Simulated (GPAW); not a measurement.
# Work function of TiGe2N4 monolayer at several levels, part 2 of 2

Wanted: work functions and dipole of TiGe2N4 monolayer, with the cost of each level. Where a layer proves gapped, the work function hangs on where the smearing puts the Fermi level, and the band edges take its place.

GPAW 26.7.0; GPAW, PAW setups; layer in a repeated cell with vacuum, relaxation of atoms and in-plane cell (the session's first sound run).

So far, upper work function (eV): step 3 (plane waves, PBE) 6.38; step 4 (RPBE) 6.21; step 5 (GPAW, PAW setups) 6.64; step 6 (revPBE) 6.23.

### Step 7. Self-consistent run: xc = "vdW-DF2"

Level of this step: GPAW, PAW setups; slab in vacuum (GPAW).

The same geometry under vdW-DF2, to see how far the functional moves the levels against the vacuum (the van der Waals functionals take revPBE setups).

run.py reads:

```python
import json
import numpy as np
from ase import Atoms
from gpaw import GPAW, PW

slab = Atoms(
    ['N', 'Ge', 'N', 'Ti', 'N', 'Ge', 'N'],
    positions=[
        [0.00000, -0.00000, 9.00000],
        [-0.00000, 1.74483, 9.65436],
        [-0.00000, 1.74483, 11.54687],
        [0.00000, -0.00000, 12.70335],
        [-0.00000, 1.74483, 13.85982],
        [-0.00000, 1.74483, 15.75232],
        [-0.00000, 0.00000, 16.40670]],
    cell=[[3.02213, 0.0, 0.0], [-1.51106, 2.61724, 0.0], [0.0, 0.0, 25.4067]],
    pbc=[True, True, False])

slab.calc = GPAW(mode=PW(500), xc='vdW-DF2', kpts={'size': (12, 12, 1), 'gamma': True},
                 occupations={'name': 'fermi-dirac', 'width': 0.05}, nbands='200%',
                 convergence={'density': 1e-05}, maxiter=200,
                 poissonsolver={'dipolelayer': 'xy'},
                 symmetry={'tolerance': 1e-3}, txt='slab.txt')
result = {}
energy = slab.get_potential_energy()
fermi = slab.calc.get_fermi_level()
v = slab.calc.get_electrostatic_potential().mean((0, 1)) - fermi
n = slab.calc.get_pseudo_density().mean((0, 1))
L = slab.cell[2, 2]
z = np.arange(len(v)) * L / len(v)
low, high = slab.positions[:, 2].min(), slab.positions[:, 2].max()
below, above = np.interp([low - 6.8, high + 6.8], z, v)
slopes = [np.interp(x, z, np.gradient(v, z)) for x in (low - 6.8, high + 6.8)]
eps = np.array([[slab.calc.get_eigenvalues(k, s) for k in range(len(slab.calc.get_ibz_k_points()))]
                for s in range(slab.calc.get_number_of_spins())]) - fermi
top, bottom = eps[eps < 0].max(), eps[eps > 0].min()
dipole = slab.get_dipole_moment()[2]
print(f'energy {energy:.4f} eV, Fermi level {fermi:.4f} eV, dipole {dipole:.5f} e A')
print(f'potential 6.8 A off the faces, from the Fermi level: lower {below:.4f} eV, upper {above:.4f} eV')
print(f'slope of the potential there: lower {slopes[0]:.5f}, upper {slopes[1]:.5f} eV/A')
print(f'nearest levels on the mesh: {top:.4f} and {bottom:.4f} eV')
print('magnetic moment', round(slab.get_magnetic_moment(), 3))
result.update(energy=energy, fermi=fermi, dipole=dipole, below=below, above=above, slopes=slopes, edges=[top, bottom],
              z=z.tolist(), v=v.tolist(), n=n.tolist(), positions=slab.positions.tolist(),
              forces=slab.get_forces(apply_constraint=False).tolist(), moments=slab.get_magnetic_moments().tolist())
json.dump(result, open('result.json', 'w'))
```

Run with:

```bash
OMP_NUM_THREADS=1 OPENBLAS_NUM_THREADS=1 python run.py
```

The log of the run:

```text
energy -248.7033 eV, Fermi level -1.1062 eV, dipole 0.00141 e A
potential 6.8 A off the faces, from the Fermi level: lower 6.8770 eV, upper 6.8811 eV
slope of the potential there: lower -0.00116, upper 0.00116 eV/A
nearest levels on the mesh: -0.6698 and 0.7375 eV
magnetic moment 0.0
```

The job ended after 67 s (1 thread of Intel Xeon Platinum 8375C at 2.90GHz (Ice Lake), shared host; peak memory 0.45 GiB).

Numbers from this step:

* levels nearest the Fermi level on the mesh: -0.6698, 0.7375 eV from the Fermi level
* upper work function: 6.881 eV
* lower work function: 6.877 eV
* upper ionisation energy: 7.551 eV

The electrostatic potential energy of an electron (without an applied field's), less the Fermi level, planar mean oscillates, so the rows of the table below give means over windows of 1.13 Å about each position, cut where the curve ends. Its maxima inside the range that stand out by 2 % of the span (Å: eV): 10.8: 1.14, 12.0: -6.47, 13.5: -6.47, 14.6: 1.14. Its minima: 9.6: -22.1, 11.6: -11.1, 12.7: -19.1, 13.8: -11.1, 15.8: -22.1.

Electrostatic potential energy of an electron (without an applied field's), less the Fermi level, planar mean against z; means over each step:

z (Å), electrostatic potential energy of an electron (without an applied field's), less the Fermi level, planar mean (eV) and a bar from the least value:
```
     0.56        6.9 ##############################
     1.69        6.9 ##############################
     2.82        6.9 ##############################
     3.95        6.9 ##############################
     5.08        6.9 ##############################
     6.21        6.9 ##############################
     7.34        6.6 ##############################
     8.47       -2.2 ###################
     9.60      -18.3 
    10.73       -1.6 ####################
    11.86       -9.1 ###########
    12.99      -13.2 ######
    14.12       -4.6 ################
    15.25      -10.0 ##########
    16.38      -13.8 #####
    17.52        5.3 ############################
    18.64        6.8 ##############################
    19.77        6.9 ##############################
    20.90        6.9 ##############################
    22.04        6.9 ##############################
    23.16        6.9 ##############################
    24.29        6.9 ##############################
```

The highest filled level lies 0.670 eV under the Fermi level, so the ionisation energy from the upper face is 6.881 + 0.670 = 7.551 eV, against 7.026 eV in the base run.

### Step 8. Self-consistent run: xc = "LDA"

The same geometry under LDA, to see how far the functional moves the levels against the vacuum.

run.py: that of step 7 with these lines changed.

```diff
@@ -18,3 +18,3 @@
 
-slab.calc = GPAW(mode=PW(500), xc='vdW-DF2', kpts={'size': (12, 12, 1), 'gamma': True},
+slab.calc = GPAW(mode=PW(500), xc='LDA', kpts={'size': (12, 12, 1), 'gamma': True},
                  occupations={'name': 'fermi-dirac', 'width': 0.05}, nbands='200%',
```

The log of the run:

```text
energy -55.4447 eV, Fermi level -1.1691 eV, dipole 0.00143 e A
potential 6.8 A off the faces, from the Fermi level: lower 6.7719 eV, upper 6.7761 eV
slope of the potential there: lower -0.00115, upper 0.00115 eV/A
nearest levels on the mesh: -0.5933 and 0.6351 eV
magnetic moment 0.0
```

Wall time 50 s (1 thread); peak memory 0.28 GiB.

This step gave:

```yaml
dipole_along_the_normal: 0.001434 e·Å
levels_nearest_the_fermi_level_on_the_mesh: -0.5933, 0.6351 eV from the Fermi level
upper_work_function: 6.776 eV
lower_work_function: 6.772 eV
upper_ionisation_energy: 7.369 eV
```

The electrostatic potential energy of an electron (without an applied field's), less the Fermi level, planar mean oscillates, so the rows of the table below give means over windows of 1.13 Å about each position, cut where the curve ends. Its maxima inside the range that stand out by 2 % of the span (Å: eV): 10.8: 1.69, 12.0: -6.16, 13.5: -6.16, 14.6: 1.69. Its minima: 9.6: -21.8, 11.6: -10.9, 12.7: -18.5, 13.8: -10.9, 15.8: -21.8.

Table of electrostatic potential energy of an electron (without an applied field's), less the Fermi level, planar mean by z; means over each step:

```tsv
z (Å)	electrostatic potential energy of an electron (without an applied field's), less the Fermi level, planar mean (eV)
0.56	6.77
1.69	6.77
2.82	6.77
3.95	6.77
5.08	6.77
6.21	6.76
7.34	6.53
8.47	-2.17
9.60	-17.9
10.73	-1.06
11.86	-8.77
12.99	-12.7
14.12	-4.25
15.25	-9.45
16.38	-13.7
17.52	5.30
18.64	6.73
19.77	6.77
20.90	6.77
22.04	6.77
23.16	6.78
24.29	6.78
```

The highest filled level lies 0.593 eV under the Fermi level, so the ionisation energy from the upper face is 6.776 + 0.593 = 7.369 eV, against 7.026 eV in the base run.

### Step 9. Real-space grid: mode = "fd"

A real-space grid is a second complete basis, so it checks the plane-wave result.

run.py: that of step 8 with these lines changed.

```diff
@@ -3,3 +3,3 @@
 from ase import Atoms
-from gpaw import GPAW, PW
+from gpaw import GPAW
 
@@ -18,3 +18,3 @@
 
-slab.calc = GPAW(mode=PW(500), xc='LDA', kpts={'size': (12, 12, 1), 'gamma': True},
+slab.calc = GPAW(mode='fd', h=0.18, xc='PBE', kpts={'size': (12, 12, 1), 'gamma': True},
                  occupations={'name': 'fermi-dirac', 'width': 0.05}, nbands='200%',
```

The log of the run:

```text
energy -52.0287 eV, Fermi level -6.4100 eV, dipole -0.00017 e A
potential 6.8 A off the faces, from the Fermi level: lower 6.4080 eV, upper 6.4121 eV
slope of the potential there: lower -0.00000, upper 0.00000 eV/A
nearest levels on the mesh: -0.6479 and 0.6944 eV
magnetic moment 0.0
```

The job ended after 3.6 min (1 thread; peak memory 0.81 GiB).

This step gave:

| Property | Result |
| --- | --- |
| dipole along the normal | -1.70e-4 e·Å |
| levels nearest the Fermi level on the mesh | -0.6479, 0.6944 eV from the Fermi level |
| upper work function | 6.412 eV |
| lower work function | 6.408 eV |
| upper ionisation energy | 7.060 eV |

The highest filled level lies 0.648 eV under the Fermi level, so the ionisation energy from the upper face is 6.412 + 0.648 = 7.060 eV, against 7.026 eV in the base run.

### Step 10. Atomic orbitals: mode = "lcao"

Atom-centred orbitals end a few angstrom from the surface, which tests how much the density's tail matters.

run.py: that of step 9 with these lines changed.

```diff
@@ -18,4 +18,4 @@
 
-slab.calc = GPAW(mode='fd', h=0.18, xc='PBE', kpts={'size': (12, 12, 1), 'gamma': True},
-                 occupations={'name': 'fermi-dirac', 'width': 0.05}, nbands='200%',
+slab.calc = GPAW(mode='lcao', basis='dzp', h=0.18, xc='PBE', kpts={'size': (12, 12, 1), 'gamma': True},
+                 occupations={'name': 'fermi-dirac', 'width': 0.05}, nbands='120%',
                  convergence={'density': 1e-05}, maxiter=200,
```

The log of the run:

```text
energy -49.2432 eV, Fermi level -6.3542 eV, dipole -0.00017 e A
potential 6.8 A off the faces, from the Fermi level: lower 6.3522 eV, upper 6.3562 eV
slope of the potential there: lower 0.00000, upper 0.00000 eV/A
nearest levels on the mesh: -0.6218 and 0.6642 eV
magnetic moment 0.0
```

The job ended after 5.8 min (1 thread; peak memory 0.33 GiB).

Numbers from this step:

| Quantity | Value |
| --- | --- |
| dipole along the normal | -1.69e-4 e·Å |
| levels nearest the Fermi level on the mesh | -0.6218, 0.6642 eV from the Fermi level |
| upper work function | 6.356 eV |
| lower work function | 6.352 eV |
| upper ionisation energy | 6.978 eV |

The electrostatic potential energy of an electron (without an applied field's), less the Fermi level, planar mean oscillates, so the rows of the table below give means over windows of 1.09 Å about each position, cut where the curve ends. Its maxima inside the range that stand out by 2 % of the span (Å: eV): 10.9: 1.21, 12.0: -6.56, 13.4: -6.56, 14.5: 1.21. Its minima: 9.6: -22.4, 11.6: -11.0, 12.7: -19.0, 13.8: -11.0, 15.8: -22.4.

Table of electrostatic potential energy of an electron (without an applied field's), less the Fermi level, planar mean by z; means over each step:

z (Å), electrostatic potential energy of an electron (without an applied field's), less the Fermi level, planar mean (eV) and a bar from the least value:
```
     0.55        6.4 ##############################
     1.64        6.4 ##############################
     2.73        6.4 ##############################
     3.82        6.4 ##############################
     4.91        6.4 ##############################
     6.00        6.4 ##############################
     7.09        6.3 ##############################
     8.18        2.8 ##########################
     9.27      -18.5 
    10.36       -5.8 ###############
    11.45       -5.8 ###############
    12.54      -14.1 ######
    13.63       -8.4 ############
    14.72       -1.5 #####################
    15.81      -18.7 
    16.90       -3.2 ###################
    17.99        6.1 ##############################
    19.08        6.4 ##############################
    20.17        6.4 ##############################
    21.26        6.4 ##############################
    22.35        6.4 ##############################
    23.44        6.4 ##############################
    24.53        6.4 ##############################
```

The highest filled level lies 0.622 eV under the Fermi level, so the ionisation energy from the upper face is 6.356 + 0.622 = 6.978 eV, against 7.026 eV in the base run.

### Step 11. Cost and result by level

Times are for 1 thread of Intel Xeon Platinum 8375C at 2.90GHz (Ice Lake), shared host. The series side by side:

```tsv
no.	run	upper ionisation energy (eV)	time	memory (GiB)
1	pw	7.026	53 s	0.27
2	RPBE	6.886	53 s	0.28
3	optPBE vdW	7.303	70 s	0.46
4	revPBE	6.893	49 s	0.28
5	vdW DF2	7.551	67 s	0.45
6	LDA	7.369	50 s	0.28
7	fd	7.060	3.6 min	0.81
8	lcao	6.978	5.8 min	0.33
```

### Step 12. Side by side

Results and costs are gathered.

This step: comparison of work functions, dipole and cost (GPAW 26.7.0).

Ladder, by row:

```tsv
step	code	work function, upper (eV)	work function, lower (eV)	dipole (e Å)	wall time (s)	peak memory (GiB)	threads
pw	GPAW	6.377	6.373	0.001416	53.35	0.27	1
RPBE	GPAW	6.214	6.21	0.001409	53.29	0.28	1
optPBE-vdW	GPAW	6.641	6.637	0.001411	69.66	0.46	1
revPBE	GPAW	6.227	6.223	0.001411	48.85	0.28	1
vdW-DF2	GPAW	6.881	6.877	0.001411	66.78	0.45	1
LDA	GPAW	6.776	6.772	0.001434	49.91	0.28	1
fd	GPAW	6.412	6.408	-1.70e-4	218.8	0.81	1
lcao	GPAW	6.356	6.352	-1.69e-4	347.1	0.33	1
```

### Step 13. Results

| Property | Result |
| --- | --- |
| work function, both faces (Fermi level placed in the gap by the smearing) | 6.38 eV |
| ionisation energy from the upper face (highest filled level on the mesh) | 7.03 eV |
| electron affinity from the upper face (lowest empty Kohn-Sham level on the mesh) | 5.68 eV |
| dipole along the normal | 0.0014 e Å, near the numerical noise |

What this shows: With plane waves and PBE the ionisation energy from the upper face is 7.03 eV and the Kohn-Sham electron affinity 5.68 eV. The levels nearest the Fermi level on the mesh lie 1.34 eV apart, so the slab is gapped there: the smearing puts the Fermi level inside the gap, and from either face the ionisation energy is the work function plus 0.65 eV. Both are Kohn-Sham levels on the mesh, and semilocal gaps are too small, so the affinity tends to come out too large and the ionisation energy too small. Work functions of a gapped slab move with the place of the Fermi level in the gap; over the runs without a planted fault the highest filled level on the mesh lies 6.89 (RPBE) to 7.55 eV (vdW-DF2) under the upper vacuum level. The small printed dipole stands for a step of -32 meV from the lower to the upper face, and the probes find 4.1 meV; values this small are near the numerical noise of both. The layer's cell and atoms come from the relaxation; spin-orbit coupling and temperature are left out.

[Logs are printed without paths, hosts, clocks, repeated set-up lines and the standing remarks that a program may print on its own settings, such as how far it seeks lower states.]

[Hosts, paths, dates, database ids (printed as entryN), source tags and the programs' standing remarks are cut or masked in the printed files.]
